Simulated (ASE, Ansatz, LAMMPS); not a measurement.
# (5,5) carbon nanotube bundle (120 atoms): support functions against a reference, part 2 of 2

Aim: test how closely localised support functions follow the reference on (5,5) carbon nanotube bundle (120 atoms), and at what cost. A setting counts as converged where the r.m.s. difference of forces stays under 1 % of the r.m.s. force.

Ansatz 0.2.0; Kohn-Sham DFT, PBE+D4, PAW (set soft_2), plane waves.

So far: Starting point; The classical run that made the cell; Plane-wave single point.

## 3. Plane-wave single point (continued)

Valence density in the cb plane at fractional x = 0.368, with atoms of C within 0.2 Å of it. It is the smooth field of the valence electrons, not physical close to the nuclei.

Ten even steps from '0' (0.0 e/Å³) to '9' (2.0 e/Å³), each cell a mean:
```
01244210134420013431001343100144310024421
01122100122210012221001222100122210012211
00011000011100001110000111000011100001100
00000000000000000000000000000000000000000
00000000000000000000000000000000000000000
00000000000000000000000000000000000000000
00000000000000000000000000000000000000000
00000000000000000000000000000000000000000
00000000000000000000000000000000000000000
00000000000000000000000000000000000000000
00000000000000000000000000000000000000000
00000000000000000000000000000000000000000
00010000001000000100000010000001000000100
00122100012210012221001222100122100012210
12455321246532124653213565312356421235542
56888865688876678887667888766788875678886
99866899976689997679999767999976799986689
98422489732258963236996323699522379852247
96211379621138952114884111498311259731126
97422479732248963225895223698522369842237
99866899976689997678999767999866799986679
67999976799986689998668999866899976799997
23698522369852237984224797422489632258963
01366310147621014752002575201257410136731
```
Columns run along c (14.6 Å), rows up along b (10.1 Å). Atoms in or near the plane, at fractional coordinates: C at (0.09, 0.08), C at (0.01, 0.16), C at (0.01, 0.29), C at (0.26, 0.08), C at (0.17, 0.16), C at (0.17, 0.29), C at (0.42, 0.08), C at (0.34, 0.16), C at (0.34, 0.29), C at (0.59, 0.08), C at (0.51, 0.16), C at (0.51, 0.29), C at (0.76, 0.08), C at (0.67, 0.16) and more.

Löwdin charges run from +0.04 to +0.04 e, about a mean that is the spilled charge alone. Within 0.4 eV of the Fermi level the largest share is C p (100 % of the projected weight).

## 4. Distances and neighbours

These statistics describe the geometry on which the runs were made.

Density 1.86 g/cm³, 10.69 Å³ an atom.

Pair distribution function in bins of 0.2 Å:

| r (Å) | total |
| --- | --- |
| 1.40 | 6.30 |
| 1.60 | 0.00 |
| 1.80 | 0.00 |
| 2.00 | 0.00 |
| 2.20 | 0.00 |
| 2.40 | 4.34 |
| 2.60 | 0.00 |
| 2.80 | 1.63 |
| 3.00 | 0.00 |
| 3.20 | 0.00 |
| 3.40 | 0.14 |
| 3.60 | 1.56 |
| 3.80 | 0.97 |
| 4.00 | 0.95 |
| 4.20 | 1.24 |
| 4.40 | 0.78 |
| 4.60 | 1.17 |
| 4.80 | 0.72 |
| 5.00 | 1.93 |
| 5.20 | 0.31 |
| 5.40 | 0.35 |
| 5.60 | 1.73 |
| 5.80 | 0.62 |
| 6.00 | 0.84 |
| 6.20 | 1.32 |
| 6.40 | 1.46 |
| 6.60 | 1.15 |
| 6.80 | 1.13 |

Bonds by pair of elements; cutoffs follow the first minimum of g(r), held within bounds set by covalent radii, and pairs that aren't listed don't count as bonded:

| pair A-B | cutoff (Å) | bonds | mean length (Å) | spread (Å) | shortest (Å) | B about A | A about B |
| --- | --- | --- | --- | --- | --- | --- | --- |
| C-C | 1.82 | 180 | 1.41 | 0 | 1.41 | 3 | 3 |

How many atoms have how many bonded neighbours:

| element | mean | 3 |
| --- | --- | --- |
| C | 3 | 120 |

Bond angles, per cent of each kind in bins of 5°:

| angle (°) | C-C-C |
| --- | --- |
| 115–120 | 100.0 |

Bond angles (no mean is given where the spread exceeds 20°):

| angle | count | mean (°) | spread (°) |
| --- | --- | --- | --- |
| C-C-C | 360 | 119 | 0.5 |

Rings of the network by King's shortest-path rule, up to 12 atoms, one path for each pair of neighbours; H, halogens, alkali and alkaline-earth atoms are left out, and the last column divides by all other atoms, bonded or not:

| ring size (atoms) | rings | per network atom |
| --- | --- | --- |
| 6 | 60 | 0.5 |

By these cutoffs all C atoms have 3 bonded neighbours. The C-C-C angle averages 119° with a spread of 0.5°. All rings counted have 6 atoms.

The surroundings of C4, which bears the longest force, nearest first, numbered as they follow in the input and with coordinates relative to it.

| atom | x | y | z | distance (Å) | bonds | Löwdin charge (e) | Fx | Fy | Fz (eV/Å) |
| --- | --- | --- | --- | --- | --- | --- | --- | --- | --- |
| C4 | 0.00 | 0.00 | 0.00 | 0.00 | 3 | 0.04 | -0.17 | 0.45 | 0.00 |
| C23 | 0.57 | -0.41 | 1.22 | 1.41 | 3 | 0.04 | 0.47 | -0.05 | 0.00 |
| C3 | 0.57 | -0.41 | -1.22 | 1.41 | 3 | 0.04 | 0.47 | -0.05 | 0.00 |
| C5 | -1.34 | 0.44 | 0.00 | 1.41 | 3 | 0.04 | 0.38 | 0.21 | 0.00 |
| C6 | -2.04 | 0.44 | 1.22 | 2.42 | 3 | 0.04 | -0.38 | 0.21 | 0.00 |
| C106 | -2.04 | 0.44 | -1.22 | 2.42 | 3 | 0.04 | -0.38 | 0.21 | 0.00 |
| C22 | 1.42 | -1.54 | 1.22 | 2.42 | 3 | 0.04 | 0.07 | 0.40 | 0.00 |
| C2 | 1.42 | -1.54 | -1.22 | 2.42 | 3 | 0.04 | 0.07 | 0.40 | 0.00 |
| C104 | 0.00 | 0.00 | -2.43 | 2.43 | 3 | 0.04 | -0.17 | 0.45 | 0.00 |
| C24 | 0.00 | 0.00 | 2.43 | 2.43 | 3 | 0.04 | -0.17 | 0.45 | 0.00 |

The column of bonds counts only the pairs C-C within 1.82 Å; other neighbours, such as metal atoms beside each other in a compound, aren't counted, and periodic images can show an atom twice.

## 5. Support functions medium

The cell is solved in localised support functions. The level medium gives here a grid of 48×48×72 points and a radius of 3.44 Å.

This step: Kohn-Sham DFT, PBE+D4, PAW (set soft_2), localised support functions (medium) (Ansatz 0.2.0).

The input, input.yaml:

```yaml
crystal:
  lattice:
    - [10.08135, 0.0, 0.0]
    - [-5.04067, 8.7307, 0.0]
    - [0.0, 0.0, 14.58077]
  atoms:
    [... the 120 atom lines of step 3 ...]
kpoints:
  mp_grid: { grid: [2, 2, 1] }
hamiltonian:
  xc: pbe
  dispersion: d4
scf:
  occupations: { method: gaussian, width: 0.025 }
  eigensolver: { kind: { support_functions: { accuracy: medium } } }
  mixing: { beta: 0.4 }
  max_iter: 150
output:
  forces: true
  eigenvalues: true
```

Started as:

```sh
$ ansatz run input.yaml --threads 8 --pin off --max-ram 15872MiB --backend cpu --events-out ev --progress --plain --runs-dir out
```

Numbers of over 12 decimals in the logs are rounded to 6 here.

Output:

```text
Warning: scf.eigensolver.kind.support_functions: disabling space-group detection — the functions' gradient is summed over unrotated k-points, so no spatial operation reduces the k-mesh or symmetrises the density; time reversal is kept, so that k and −k are solved as one point where they differ and the mesh holds both, and exact exchange and, on two spinor components, a DFT+U term hold to it where the run has them: [...]
settings of this run that can trade accuracy for cost: scf.eigensolver.kind.support_functions [...]
[...]
Crystal: 120 atoms, lattice volume = 1283.359 Å³
Basis set: ecut = 420 eV, 25093 PW (Γ), exchange–correlation on 144×144×200 points (8 copies of the dense FFT grid, shifted against one another)
Bands: 288, of which v1, the nominal top of the filled ones, is band 240 counted from 1 (239 counted from 0)
Symmetry: 1 space group operations
k-points: 4
[...]
Eigensolver: Support functions (medium, 48×48×72 points, laid for a spacing of at most 0.228497 Å, radius 3.443652 Å, 16 sites without an atom, 1 species' potentials softened for the grid, 1 wholly corrected for its errors in the mean over positions, 1 with the egg-box correction, energy correction by stochastic trace)
[...]
SCF iter   1: F=—  HF=-30134.817759 eV  |F-HF|=—  |Δ(HF+E_count)|=         —  Δρ=9.87e-2  dr2=1.24e2  ethr=1.00e-1
[...]
SCF iter  14: F=—  HF=-30107.369978 eV  |F-HF|=—  |Δ(HF+E_count)|=   8.39e-4  Δρ=2.44e-5  dr2=9.10e-6  ethr=8.12e-9  κ⁻¹=3.3e-6(r=7)
SCF iter  15: F=-30107.370675 eV  HF=-30107.370675 eV  |F-HF|=8.62e-10  |Δ(HF+E_count)|=   6.97e-4  Δρ=1.60e-5  dr2=2.18e-6  ethr=1.90e-9
SCF 1 converged in 15 iterations: F = -30107.381114 eV  dr2 = 2.18e-6
[...]
SCF converged after 15 iterations
Stability not checked: this state was not tested for a lower state beside it, because the mixer in use, unlike msr1, does not test its closes by its own steps (another_mixer; see scf.mixing.algorithm and scf.lower_state_search)
Free energy (F): -30107.381114 eV
[...]
Internal energy: -30107.380706 eV  (E = F + TS)
E sigma→0 (E₀):  -30107.380910 eV
Entropy (-TS):   -0.000408 eV (-0.003 meV/atom)
Fermi energy:    5.163302 eV
[...]
Σ components = -30107.381114   (vs F -30107.381114, Δ=0.00e0)
--- Forces (eV/Å), atoms counted from 1 ---
  atom   1  C      0.34694838    -0.28353096    -0.00004533
  atom   2  C      0.06801069     0.39468647    -0.00402694
  atom   3  C      0.47113543    -0.04633866    -0.00394718
  atom   4  C     -0.17229939     0.44934490     0.00008332
[...]
atom 120  C      0.34617276     0.28275869     0.00404141
  max |Σ_I F_I| component: 1.33e-2 eV/Å
--- Band table (eV) ---
[...]
```

The job ended after 2.6 min (8 threads of Arm Neoverse N1, shared host; peak memory 3.4 GiB).

The program notes that the band table was not solved further than the SCF left it and it switched symmetry off.

Keys that differ from the reference: support_functions.accuracy = "medium", scf.max_iter = 150 and scf.mixing.beta = 0.4.

Forces differ from the reference by 1.9 meV/Å r.m.s., 0.75 % of their size, within a tolerance of 1 %; the energy by -3.7 meV/atom. It took 2.6 min and 15 cycles; the reference's time can't be set against it, since the two runs asked for unlike analyses.

## 6. What each setting buys

Each row is set against the plane-wave reference (Kohn-Sham DFT, PBE+D4, PAW (set soft_2), plane waves; r.m.s. force component 0.259 eV/Å). Energies are set beside the reference only for runs with its functional, potentials and electron count. Times are for 8 threads of Arm Neoverse N1, shared host. The reference's time includes the DOS, the stress and grids, which some other runs skip.

| run | Δ force, r.m.s. (meV/Å) | share of r.m.s. force (%) | Δ energy (meV/atom) | cycles | time | host memory (GiB) |
| --- | --- | --- | --- | --- | --- | --- |
| reference | - | - | - | 9 | 63 s | 6.3 |
| support functions medium | 1.95 | 0.751 | -3.70 | 15 | 2.6 min | 3.4 |

## 7. Results

```
free energy per atom        : -250.8911 eV/atom
density                     : 1.865 g/cm³
pressure                    : 9.214 GPa
r.m.s. force component      : 0.2592 eV/Å
wall time of the 2 DFT runs : 3.6 min
```

What this shows: Against plane waves at 420 eV, the forces differ by 1.9 meV/Å (0.75 %) with support functions medium. At 120 atoms the run with support functions medium takes roughly 2.4 times the time of plane waves (whose run also made extra analyses, so the like-for-like ratio is larger), in 15 SCF cycles against 9. Differences between support functions and plane waves include what basis error the plane-wave run still has.

No gap is quoted: a carbon tube of such indices can be metallic, and the k-points needn't hold the crossing of its bands. Counting bonds as in the table, all C atoms have 3 bonded neighbours.

**Limits.** The geometry was minimised with a classical potential and isn't relaxed at this level: its force components are 0.26 eV/Å r.m.s. The stress is far from hydrostatic: its diagonal is 5.8, 5.9, 16.0 GPa, compression counted positive. The pressure of 9.2 GPa shows the cell to be compressed for this functional.

[Logs are printed without paths, hosts, clocks, repeated set-up lines and the standing remarks that a program may print on its own settings, such as how far it seeks lower states.]

[Hosts, paths, dates, database ids (printed as entryN), source tags and the programs' standing remarks are cut or masked in the printed files.]
